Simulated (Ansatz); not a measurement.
**Work function of Pt(110): what the settings cost and change**

How far do functional and pseudopotentials move the work function of Pt(110), and at what cost?

Method: plane-wave DFT, PBE, Ansatz PAW, in the first sound run; inputs show where later runs differ, in Ansatz 0.2.0.

## (1) The structure

The cell holds 7 atoms: 7 Pt. Its edges and angles: a = 3.920 Å, b = 2.772 Å, c = 26.316 Å, α = 90.0°, β = 90.0°, γ = 90.0°. Vacuum lies along c.

## (2) Slab, setting PBE, Ansatz PAW (420 eV)

A work function rests on the faint tail of the density, so the SCF threshold is tight. PBE on the default files comes first; the next runs keep the geometry and change functional or files, each at the cutoff that its files recommend; a relaxation and, for heavy metals, spin-orbit coupling close the ladder.

Contents of input.yaml:

```yaml
crystal:
  lattice:
    - [3.92, 0.0, 0.0]
    - [0.0, 2.7718585823, 0.0]
    - [0.0, 0.0, 26.3155757468]
  atoms:
    - { symbol: Pt, position: [0.0, 0.0, 0.3420027776] }
    - { symbol: Pt, position: [0.5, 0.5, 0.3946685184] }
    - { symbol: Pt, position: [0.0, 0.0, 0.4473342592] }
    - { symbol: Pt, position: [0.5, 0.5, 0.5] }
    - { symbol: Pt, position: [0.0, 0.0, 0.5526657408] }
    - { symbol: Pt, position: [0.5, 0.5, 0.6053314816] }
    - { symbol: Pt, position: [0.0, 0.0, 0.6579972224] }
kpoints:
  mp_grid: { grid: [11, 15, 1] }
hamiltonian:
  xc: pbe
scf:
  occupations: { method: fermi_dirac, width: 0.1 }
  convergence: { dr2_threshold: 1.0e-09 }
efield:
  axis: 3
  dipole_correction: true
  ramp_position: 0.97
  ramp_width: 0.06
output:
  write_potential: true
  write_density: true
  volumetric_format: npy
  elf: true
```

Started as:

```
$ ansatz run input.yaml --threads 4 --pin off --max-ram 6144MiB --backend cpu --events-out ev --progress --plain --runs-dir out
```

Numbers of over 12 decimals in the logs are rounded to 6 here.

Output:

```text
Engine: ansatz 0.2.0, aarch64-unknown-linux-gnu
Pseudopotentials: kind: paw
Pseudopotential: Pt, paw, valence charge 18, recommended cutoff 420 eV (normal), Pt.paw.azcp
Functional definition: PBE
  parameter kappa = 0.804
  parameter beta = 0.066725
  exchange = pbe_x(kappa = kappa, mu = beta*pi^2/3)
  correlation = pbe_c(beta = beta)
Crystal: 7 atoms, lattice volume = 285.937 Å³
Basis set: ecut = 420 eV, 5587 PW (Γ)
Bands: 76, of which v1, the nominal top of the filled ones, is band 63 counted from 1 (62 counted from 0)
Symmetry: 4 space group operations
k-points: 48 of 165
Non-local potential: Pt, projectors of the file, l = 0: 3, l = 1: 2, l = 2: 2, l = 3: 1
PAW form: soft (Blöchl's): semilocal exchange-correlation on the pseudo side does not see the compensation charge
PAW one-centre angular grid: Pt, 590 points (default); XC on 64 Gauss nodes
Initial density: superposition of atomic densities (neutral atoms: chi_scale 0, normalization atom), corrected by the library's trained network
Initial wavefunctions: pseudopotential atomic-orbital guess
Functional: x = pbe(κ = 0.804, μ = 0.219515), c = pbe(β = 0.066725)
SCF iter   1: F=—  HF=-87658.705835 eV  |F-HF|=—  |Δ(HF+E_count)|=         —  Δρ=1.35e-2  dr2=4.83e0  ethr=1.77e-3  p=0.000 e·Å  D=1.19e-13 V/Å  ΔV_dip=-0.00 eV  dr2_dipole=1.90e-8  V_vac-E_F(+/−)=4.90/4.90 eV  ⟨swp⟩=7.7  Hψ=15555  notcnv=0  defer=63
efield: sawtooth ramp at fractional position 0.9700 (set: `efield.ramp_position`, or a place that a band, a saddle search or an elastic batch's reference lends), width 0.0600; the density the first Hamiltonian is built on has a dipole p = 0.000 e·Å; the dipole correction subtracts the counter field D = 1.19e-13 V/Å, which shifts the + side's vacuum level by -0.00 eV against the − side's; the planar-averaged density in the ramp window peaks in size at 2.5e-6 e/Å³
preconditioner: auto → LDOS  [metal: Δε(μ)=0.003 eV  Ē_g=7.271 eV  σ=0.100 eV  W_gap=0.01  n_scr=62 (ndim 8)  ℏωp=18.4 eV  f_vac=0.572  D(μ)=12.27/eV (n_scr^D=90)  β→1.0]
SCF iter   2: F=—  HF=-87658.601091 eV  |F-HF|=—  |Δ(HF+E_count)|=   1.05e-1  Δρ=5.81e-3  dr2=2.55e-1  ethr=1.77e-3  p=-0.000 e·Å  D=-6.43e-6 V/Å  ΔV_dip=0.00 eV  dr2_dipole=2.81e-9  V_vac-E_F(+/−)=5.20/5.20 eV  ⟨swp⟩=2.4  Hψ=4469  notcnv=0  defer=123
SCF iter   3: F=—  HF=-87658.599356 eV  |F-HF|=—  |Δ(HF+E_count)|=   1.73e-3  Δρ=2.64e-3  dr2=1.14e-1  ethr=2.02e-4  p=0.000 e·Å  D=3.61e-6 V/Å  ΔV_dip=-0.00 eV  dr2_dipole=2.99e-10  V_vac-E_F(+/−)=5.17/5.17 eV  ⟨swp⟩=2.1  Hψ=5497  notcnv=0  defer=129
SCF iter   4: F=—  HF=-87658.589906 eV  |F-HF|=—  |Δ(HF+E_count)|=   9.45e-3  Δρ=7.37e-4  dr2=3.21e-3  ethr=9.06e-5  p=-0.000 e·Å  D=-1.43e-6 V/Å  ΔV_dip=0.00 eV  dr2_dipole=1.20e-10  V_vac-E_F(+/−)=5.24/5.24 eV  ⟨swp⟩=2.0  Hψ=5237  notcnv=0  defer=129
SCF iter   5: F=—  HF=-87658.589555 eV  |F-HF|=—  |Δ(HF+E_count)|=   3.51e-4  Δρ=3.61e-4  dr2=7.14e-4  ethr=2.55e-6  p=-0.000 e·Å  D=-4.23e-7 V/Å  ΔV_dip=0.00 eV  dr2_dipole=3.84e-11  V_vac-E_F(+/−)=5.24/5.24 eV  ⟨swp⟩=2.9  Hψ=6260  notcnv=0  defer=129
SCF iter   6: F=—  HF=-87658.589524 eV  |F-HF|=—  |Δ(HF+E_count)|=   3.12e-5  Δρ=1.77e-4  dr2=1.86e-4  ethr=5.67e-7  p=0.000 e·Å  D=5.64e-9 V/Å  ΔV_dip=-0.00 eV  dr2_dipole=1.39e-11  V_vac-E_F(+/−)=5.24/5.24 eV  ⟨swp⟩=1.6  Hψ=3682  notcnv=0  defer=129
SCF iter   7: F=—  HF=-87658.589528 eV  |F-HF|=—  |Δ(HF+E_count)|=   4.11e-6  Δρ=3.98e-5  dr2=7.86e-6  ethr=1.48e-7  p=0.000 e·Å  D=5.09e-8 V/Å  ΔV_dip=-0.00 eV  dr2_dipole=2.28e-11  V_vac-E_F(+/−)=5.24/5.24 eV  ⟨swp⟩=2.0  Hψ=4879  notcnv=0  defer=129
SCF iter   8: F=—  HF=-87658.589562 eV  |F-HF|=—  |Δ(HF+E_count)|=   3.37e-5  Δρ=1.40e-5  dr2=1.90e-6  ethr=6.23e-9  p=0.000 e·Å  D=1.96e-8 V/Å  ΔV_dip=-0.00 eV  dr2_dipole=1.74e-12  V_vac-E_F(+/−)=5.24/5.24 eV  ⟨swp⟩=2.4  Hψ=5951  notcnv=0  defer=127
SCF iter   9: F=—  HF=-87658.589562 eV  |F-HF|=—  |Δ(HF+E_count)|=   1.55e-7  Δρ=3.47e-6  dr2=1.00e-7  ethr=1.51e-9  p=0.000 e·Å  D=2.61e-8 V/Å  ΔV_dip=-0.00 eV  dr2_dipole=1.02e-12  V_vac-E_F(+/−)=5.24/5.24 eV  ⟨swp⟩=2.2  Hψ=5606  notcnv=0  defer=127
SCF iter  10: F=—  HF=-87658.589562 eV  |F-HF|=—  |Δ(HF+E_count)|=   1.77e-8  Δρ=1.49e-6  dr2=1.03e-8  ethr=7.96e-11  p=0.000 e·Å  D=1.03e-8 V/Å  ΔV_dip=-0.00 eV  dr2_dipole=1.95e-13  V_vac-E_F(+/−)=5.24/5.24 eV  ⟨swp⟩=2.6  Hψ=6027  notcnv=0  defer=127
SCF iter  11: F=—  HF=-87658.589562 eV  |F-HF|=—  |Δ(HF+E_count)|=   6.39e-9  Δρ=6.04e-7  dr2=2.69e-9  ethr=8.15e-12  p=0.000 e·Å  D=5.53e-9 V/Å  ΔV_dip=-0.00 eV  dr2_dipole=2.00e-14  V_vac-E_F(+/−)=5.24/5.24 eV  ⟨swp⟩=2.0  Hψ=5188  notcnv=0  defer=127
SCF iter  12: F=-87658.589562 eV  HF=-87658.589562 eV  |F-HF|=4.95e-10  |Δ(HF+E_count)|=  7.28e-10  Δρ=2.94e-7  dr2=6.11e-10  ethr=1.00e-12  p=0.000 e·Å  D=1.37e-9 V/Å  ΔV_dip=-0.00 eV  dr2_dipole=2.55e-15  V_vac-E_F(+/−)=5.24/5.24 eV  ⟨swp⟩=12.9  Hψ=10582  notcnv=0
SCF 1 converged in 12 iterations: F = -87658.589562 eV  dr2 = 6.11e-10
  greatest PAW one-centre occupation: 1.000 electrons in one spin orbital (limit 2), on the Pt atom at site 4 (counted from 0), in its partial waves of l = 0
WARN: The output density's exchange-correlation potential varies sharply where the density is thin. Do not read a vacuum level from v_tot or v_xc, or from such a field of the output density. On a cell that repeats whose density bears no net charge and no dipole along the vacuum's axis use v_es (v_loc + v_h of the components); under efield.dipole_correction with no amplitude use v_es + v_field, which holds any externa [...]
SCF converged after 12 iterations
Free energy (F): -87658.589562 eV
Harris-Foulkes:  -87658.589562 eV  (|F-HF|=4.95e-10)
Internal energy: -87658.169958 eV  (E = F + TS)
E sigma→0 (E₀):  -87658.379760 eV
Entropy (-TS):   -0.419605 eV (-59.944 meV/atom)
Fermi energy:    5.289527 eV
Dipole field:    D = 0.000000 V/Å  (p = 0.000000 e·Å, saw-weighted, corrected)
Work function:   Φ+ = 5.2437 eV   Φ− = 5.2437 eV
Levels:          The Fermi level and band energies are counted from a zero that moves with the ramp; work functions are not
--- Per-component energies (eV) ---
  E_band       = -3139.054654
  E_kinetic    = 4460.959423
  E_local      = -242411.727816  (includes V_loc(G=0)·N_el)
  E_nonlocal   = 1401.578075
  E_hartree    = 118772.737580
  E_xc         = -1828.758046
  E_vxc        = -2114.598767  (∫ρ·V_xc dr)
  E_paw        = -66178.874276  (= ΣΔE_a)
  E_vpaw       = -2020.740458  (= ΣTr[D̂ρ^β])
  E_aug_tail   = 0.001381  (compensation charges beyond the density's cutoff)
  E_efield     = 0.000000  (sawtooth field / dipole correction)
  E_vefield    = 0.000000  (∫n·V_field dr)
  E_ewald      = 98125.913721
  E_smearing   = -0.419605  (= −TS)
  E_closure    = 0.000000  (closes the sum)
  Σ components = -87658.589562   (vs F -87658.589562, Δ=0.00e0)
--- Band table (eV; the first three rows and the last of 48) ---
  k-point 0: bands = [... 59 lower, 4.5624, 4.8024, 4.8308, 5.1769, 5.2266, 5.4722, 5.4817, 5.7425, ... 9 higher]
  k-point 1: bands = [... 59 lower, 4.4960, 4.8259, 4.9577, 4.9763, 5.1084, 5.4844, 5.5315, 5.6402, ... 9 higher]
  k-point 2: bands = [... 59 lower, 4.2985, 4.8395, 4.8489, 4.8922, 4.9223, 5.4258, 5.6759, 5.7482, ... 9 higher]
  k-point 47: bands = [... 59 lower, 5.3235, 5.3340, 5.5218, 5.5578, 6.0250, 6.6619, 8.2323, 8.8195, ... 9 higher]
```

The job ended after 87 s (4 threads of Arm Neoverse N1, shared host; peak memory 1.4 GiB).

Reading the cycles: dr2 is the Hartree energy of the density residual (eV), the measure of convergence; HF is the Harris–Foulkes estimate of the energy, which meets the free energy F at convergence.

Numbers from this step:

| Item | Value |
| --- | --- |
| energy at zero smearing | -87658.3798 eV |
| work function, upper face | 5.244 eV |

Running mean over 1.386 Å of the planar mean; the ramp of the sawtooth is left out. Table of electron's electrostatic potential energy less the Fermi level by z:

| z (Å) | electron's electrostatic potential energy less the Fermi level (eV) |
| --- | --- |
| 3.5 | 5.24 |
| 4.0 | 5.24 |
| 4.5 | 5.24 |
| 5.0 | 5.24 |
| 5.5 | 5.24 |
| 6.0 | 5.22 |
| 6.5 | 5.17 |
| 7.0 | 4.95 |
| 7.5 | 3.97 |
| 8.0 | 0.259 |
| 8.5 | -5.80 |
| 9.0 | -10.2 |
| 9.5 | -11.6 |
| 10.0 | -11.9 |
| 10.5 | -12.1 |
| 11.0 | -12.3 |
| 11.5 | -12.3 |
| 12.0 | -12.3 |
| 12.5 | -12.3 |
| 13.0 | -12.3 |
| 13.5 | -12.3 |
| 14.0 | -12.3 |
| 14.5 | -12.3 |
| 15.0 | -12.3 |
| 15.5 | -12.2 |
| 16.0 | -12.1 |
| 16.5 | -11.8 |
| 17.0 | -11.3 |
| 17.5 | -8.98 |
| 18.0 | -3.53 |
| 18.5 | 2.04 |
| 19.0 | 4.52 |
| 19.5 | 5.06 |
| 20.0 | 5.20 |
| 20.5 | 5.23 |
| 21.0 | 5.24 |
| 21.5 | 5.24 |
| 22.0 | 5.24 |
| 22.5 | 5.24 |
| 23.0 | 5.24 |

ELF in the ca plane at fractional y = 0.000, with atoms of Pt within 0.2 Å of it. It is the smooth field of the valence electrons, not physical close to the nuclei.

Ten even steps from '0' (0.00) to '9' (0.68), each cell a mean:
```
00123589985435999744479996345899853210000000
00012468864334687433347864334688642110000000
00012334443333344333334433333444332100000000
00001122333333222333332223333332211000000000
00000011233443212234332123443321100000000000
00000112233333222334332223333322110000000000
00011233333333333333333333333333321100000000
00012356643333565433335653333466532100000000
00113479974334899633369985334799843210000000
00123599996436999844479996345899953210000000
```
Columns run along c (16.0 Å, from fractional 0.24 to 0.85 of the cell), rows up along a (3.9 Å). Atoms in or near the plane, at fractional coordinates: Pt at (0.34, 0.00), Pt at (0.45, 0.00), Pt at (0.55, 0.00), Pt at (0.66, 0.00).

Valence density in the ca plane at fractional y = 0.000, with atoms of Pt within 0.2 Å of it. It is the smooth field of the valence electrons, not physical close to the nuclei.

Ten even steps from '0' (0 e/Å³) to '9' (11 e/Å³), each cell a mean:
```
00000047841001587200027851001488400000000000
00000013310000132100002320000133100000000000
00000000000000000000000000000000000000000000
00000000000000000000000000000000000000000000
00000000000000000000000000000000000000000000
00000000000000000000000000000000000000000000
00000000000000000000000000000000000000000000
00000001100000011000001100000011000000000000
00000025530001365100014631000255200000000000
00000159951002698300038962001599510000000000
```
Columns run along c (16.0 Å, from fractional 0.24 to 0.85 of the cell), rows up along a (3.9 Å). Atoms in or near the plane, at fractional coordinates: Pt at (0.34, 0.00), Pt at (0.45, 0.00), Pt at (0.55, 0.00), Pt at (0.66, 0.00).

Electrostatic potential energy in the ca plane at fractional y = 0.000, with atoms of Pt within 0.2 Å of it. With pseudopotentials it is smooth inside the atoms' cores, unlike the true potential.

Values in eV, 6 rows by 16 columns, each cell a mean:
```
 10   6 -43 -34   0 -54 -21  -9 -58  -8 -21 -52   2  10  10  11
 10   9   0   1   6  -3   3   5  -4   5   3  -3   8  10  11  11
 11  10   9   7   5   8   6   6   8   6   7   9  10  11  11  11
 11  10   9   7   6   7   6   6   7   6   7   8  10  10  11  11
 10   8 -11  -7   5 -16  -2   2 -18   3  -2 -15   7  10  11  11
 10   6 -52 -42  -3 -63 -28 -14 -67 -13 -28 -62   0  10  10  11
```
Columns run along c (16.0 Å, from fractional 0.24 to 0.85 of the cell; values clipped at the 3rd and 97th percentile), rows up along a (3.9 Å). Atoms in or near the plane, at fractional coordinates: Pt at (0.34, 0.00), Pt at (0.45, 0.00), Pt at (0.55, 0.00), Pt at (0.66, 0.00).

The work function is 5.244 eV.

## (3) Run

This step: plane-wave DFT, LDA, Ansatz PAW (Ansatz 0.2.0).

Edit input.yaml of step 2 so:

```diff
@@ -16,3 +16,3 @@
 hamiltonian:
-  xc: pbe
+  xc: lda
 scf:
@@ -29,2 +29 @@
   volumetric_format: npy
-  elf: true
```

Output:

```text
[...]
Crystal: 7 atoms, lattice volume = 285.937 Å³
Basis set: ecut = 420 eV, 5587 PW (Γ)
Bands: 76, of which v1, the nominal top of the filled ones, is band 63 counted from 1 (62 counted from 0)
Symmetry: 4 space group operations
k-points: 48 of 165
[...]
k-point 0: bands = [... 59 lower, 4.1835, 4.4426, 4.4466, 4.7983, 4.8694, 5.0841, 5.1004, 5.3623, ... 9 higher]
  k-point 1: bands = [... 59 lower, 4.1226, 4.4607, 4.5736, 4.5979, 4.7495, 5.1039, 5.1434, 5.2594, ... 9 higher]
  k-point 2: bands = [... 59 lower, 3.9282, 4.4673, 4.4778, 4.5139, 4.5544, 5.0454, 5.2856, 5.3674, ... 9 higher]
  k-point 47: bands = [... 59 lower, 4.9462, 4.9551, 5.1441, 5.1761, 5.6312, 6.2705, 7.8324, 8.4193, ... 9 higher]
[key lines of the parts left out:]
SCF converged after 12 iterations
Free energy (F): -85711.415697 eV
Fermi energy:    4.912890 eV
Dipole field:    D = 0.000000 V/Å  (p = 0.000000 e·Å, saw-weighted, corrected)
Work function:   Φ+ = 5.6273 eV   Φ− = 5.6273 eV
```

Elapsed: 80 s, on 4 threads; peak memory 1.4 GiB; 5.1 min of CPU time.

The work function is 5.627 eV, +0.384 eV from the run “PBE, Ansatz PAW (420 eV)”, at 0.98 times its CPU time.

## (4) Slab

This step: plane-wave DFT, PBEsol, Ansatz PAW (Ansatz 0.2.0).

Edit input.yaml of step 3 so:

```diff
@@ -16,3 +16,3 @@
 hamiltonian:
-  xc: lda
+  xc: pbesol
 scf:
```

Output:

```text
[...]
Crystal: 7 atoms, lattice volume = 285.937 Å³
Basis set: ecut = 420 eV, 5587 PW (Γ)
Bands: 76, of which v1, the nominal top of the filled ones, is band 63 counted from 1 (62 counted from 0)
Symmetry: 4 space group operations
k-points: 48 of 165
[...]
k-point 0: bands = [... 59 lower, 4.4302, 4.6741, 4.6913, 5.0386, 5.1024, 5.3387, 5.3448, 5.6067, ... 9 higher]
  k-point 1: bands = [... 59 lower, 4.3643, 4.6965, 4.8173, 4.8382, 4.9829, 5.3462, 5.3974, 5.5036, ... 9 higher]
  k-point 2: bands = [... 59 lower, 4.1656, 4.7077, 4.7113, 4.7547, 4.7927, 5.2887, 5.5395, 5.6119, ... 9 higher]
  k-point 47: bands = [... 59 lower, 5.1889, 5.1982, 5.3861, 5.4204, 5.8466, 6.4872, 8.0600, 8.6427, ... 9 higher]
[key lines of the parts left out:]
SCF converged after 12 iterations
Free energy (F): -86683.616626 eV
Fermi energy:    5.154004 eV
Dipole field:    D = 0.000000 V/Å  (p = 0.000000 e·Å, saw-weighted, corrected)
Work function:   Φ+ = 5.3544 eV   Φ− = 5.3544 eV
```

Wall time 81 s (4 threads); peak memory 1.4 GiB; 5.1 min of CPU time.

The work function is 5.354 eV, +0.111 eV from the run “PBE, Ansatz PAW (420 eV)”, at 0.97 times its CPU time.

## (5) Run

This step: plane-wave DFT, RPBE, Ansatz PAW (Ansatz 0.2.0).

Edit input.yaml of step 4 so:

```diff
@@ -16,3 +16,3 @@
 hamiltonian:
-  xc: pbesol
+  xc: rpbe
 scf:
```

Output:

```text
[...]
Crystal: 7 atoms, lattice volume = 285.937 Å³
Basis set: ecut = 420 eV, 5587 PW (Γ)
Bands: 76, of which v1, the nominal top of the filled ones, is band 63 counted from 1 (62 counted from 0)
Symmetry: 4 space group operations
k-points: 48 of 165
[...]
k-point 0: bands = [... 59 lower, 4.7043, 4.9323, 4.9676, 5.3123, 5.3561, 5.6172, 5.6195, 5.8778, ... 9 higher]
  k-point 1: bands = [... 59 lower, 4.6352, 4.9584, 5.0945, 5.1115, 5.2390, 5.6204, 5.6784, 5.7755, ... 9 higher]
  k-point 2: bands = [... 59 lower, 4.4361, 4.9713, 4.9855, 5.0273, 5.0562, 5.5612, 5.8234, 5.8835, ... 9 higher]
  k-point 47: bands = [... 59 lower, 5.4585, 5.4699, 5.6572, 5.6931, 6.1745, 6.8109, 8.3827, 8.9730, ... 9 higher]
[key lines of the parts left out:]
SCF converged after 12 iterations
Free energy (F): -87755.285200 eV
Fermi energy:    5.425219 eV
Dipole field:    D = 0.000000 V/Å  (p = 0.000000 e·Å, saw-weighted, corrected)
Work function:   Φ+ = 5.0776 eV   Φ− = 5.0776 eV
```

Run time: 87 s. Hardware: 4 threads; peak memory 1.4 GiB.

The work function is 5.078 eV, -0.166 eV from the run “PBE, Ansatz PAW (420 eV)”, at 1.0 times its CPU time.

## (6) Run

This step: plane-wave DFT, r2SCAN, Ansatz PAW (Ansatz 0.2.0).

Edit input.yaml of step 5 so:

```diff
@@ -16,3 +16,3 @@
 hamiltonian:
-  xc: rpbe
+  xc: r2scan
 scf:
```

Output:

```text
[...]
Crystal: 7 atoms, lattice volume = 285.937 Å³
Basis set: ecut = 500 eV, 7195 PW (Γ), exchange–correlation on 120×96×768 points (64 copies of the dense FFT grid, shifted against one another)
Bands: 76, of which v1, the nominal top of the filled ones, is band 63 counted from 1 (62 counted from 0)
Symmetry: 4 space group operations
k-points: 48 of 165
[...]
k-point 0: bands = [... 59 lower, 4.4281, 4.6081, 4.7069, 5.0445, 5.0648, 5.3806, 5.4066, 5.6518, ... 9 higher]
  k-point 1: bands = [... 59 lower, 4.3338, 4.6555, 4.8406, 4.8532, 4.9261, 5.3864, 5.4677, 5.5465, ... 9 higher]
  k-point 2: bands = [... 59 lower, 4.1143, 4.6533, 4.7259, 4.7637, 4.7646, 5.3241, 5.6211, 5.6598, ... 9 higher]
  k-point 47: bands = [... 59 lower, 5.1998, 5.2182, 5.4179, 5.4651, 6.0595, 6.7240, 8.3243, 8.9566, ... 9 higher]
[key lines of the parts left out:]
SCF converged after 17 iterations
Free energy (F): -87754.696553 eV
Fermi energy:    5.168380 eV
Dipole field:    D = -0.000004 V/Å  (p = -0.000007 e·Å, saw-weighted, corrected)
Work function:   Φ+ = 5.2656 eV   Φ− = 5.2655 eV
```

Run time: 3.8 min. Hardware: 4 threads; peak memory 2.1 GiB; 14 min of CPU time.

The work function is 5.266 eV, +0.022 eV from the run “PBE, Ansatz PAW (420 eV)”, at 2.7 times its CPU time.

## (7) Slab

This step: plane-wave DFT, PBE, JTH PAW (Ansatz 0.2.0).

Edit input.yaml of step 6 so:

```diff
@@ -16,3 +16,4 @@
 hamiltonian:
-  xc: r2scan
+  xc: pbe
+  pseudopotentials: { kind: paw, source: jth }
 scf:
```

Output:

```text
[...]
k-point 0: bands = [... 31 lower, 2.5114, 2.7430, 2.7689, 3.1164, 3.1611, 3.4110, 3.4131, 3.6686, ... 10 higher]
  k-point 1: bands = [... 31 lower, 2.4420, 2.7699, 2.8944, 2.9168, 3.0448, 3.4162, 3.4726, 3.5689, ... 10 higher]
  k-point 2: bands = [... 31 lower, 2.2439, 2.7797, 2.7877, 2.8336, 2.8673, 3.3593, 3.6176, 3.6759, ... 10 higher]
  k-point 47: bands = [... 31 lower, 3.2547, 3.2651, 3.4542, 3.4892, 3.9776, 4.6137, 6.1761, 6.7710, ... 10 higher]
[key lines of the parts left out:]
SCF converged after 14 iterations
Free energy (F): -71169.077162 eV
Fermi energy:    3.225373 eV
Dipole field:    D = -0.000000 V/Å  (p = -0.000000 e·Å, saw-weighted, corrected)
Work function:   Φ+ = 5.2515 eV   Φ− = 5.2515 eV
```

Elapsed: 2.6 min, on 4 threads; peak memory 2.1 GiB.

The work function is 5.251 eV, +0.008 eV from the run “PBE, Ansatz PAW (420 eV)”, at 1.9 times its CPU time.

## (8) Slab

This step: plane-wave DFT, PBE, norm-conserving (Ansatz 0.2.0).

Edit input.yaml of step 7 so:

```diff
@@ -17,3 +17,3 @@
   xc: pbe
-  pseudopotentials: { kind: paw, source: jth }
+  pseudopotentials: { kind: nc }
 scf:
```

Output:

```text
[...]
Crystal: 7 atoms, lattice volume = 285.937 Å³
Basis set: ecut = 1142.878222 eV, 25147 PW (Γ)
Bands: 76, of which v1, the nominal top of the filled ones, is band 63 counted from 1 (62 counted from 0)
Symmetry: 4 space group operations
k-points: 48 of 165
[...]
k-point 0: bands = [... 59 lower, 4.6412, 4.8837, 4.9074, 5.2556, 5.3085, 5.5513, 5.5591, 5.8203, ... 9 higher]
  k-point 1: bands = [... 59 lower, 4.5757, 4.9064, 5.0345, 5.0547, 5.1901, 5.5625, 5.6105, 5.7178, ... 9 higher]
  k-point 2: bands = [... 59 lower, 4.3785, 4.9207, 4.9268, 4.9705, 5.0025, 5.5035, 5.7548, 5.8259, ... 9 higher]
  k-point 47: bands = [... 59 lower, 5.4017, 5.4118, 5.6002, 5.6348, 6.1077, 6.7444, 8.3151, 8.9025, ... 9 higher]
[key lines of the parts left out:]
SCF converged after 10 iterations
Free energy (F): -24850.857420 eV
Fermi energy:    5.368356 eV
Dipole field:    D = -0.000002 V/Å  (p = -0.000003 e·Å, saw-weighted, corrected)
Work function:   Φ+ = 5.2444 eV   Φ− = 5.2443 eV
```

The job ended after 5.9 min (4 threads; peak memory 4.7 GiB; 23 min of CPU time).

The work function is 5.244 eV, +0.001 eV from the run “PBE, Ansatz PAW (420 eV)”, at 4.3 times its CPU time.

(Part 1 of 2 ends here.)

[Logs are printed without paths, hosts, clocks, repeated set-up lines and the standing remarks that a program may print on its own settings, such as how far it seeks lower states.]

[Hosts, paths, dates, database ids (printed as entryN), source tags and the programs' standing remarks are cut or masked in the printed files.]

[Maps of the electrostatic potential energy from Ansatz leave out the sawtooth potential of an applied field or a dipole correction, so their vacuum need not be flat; planar profiles and work functions include it.]
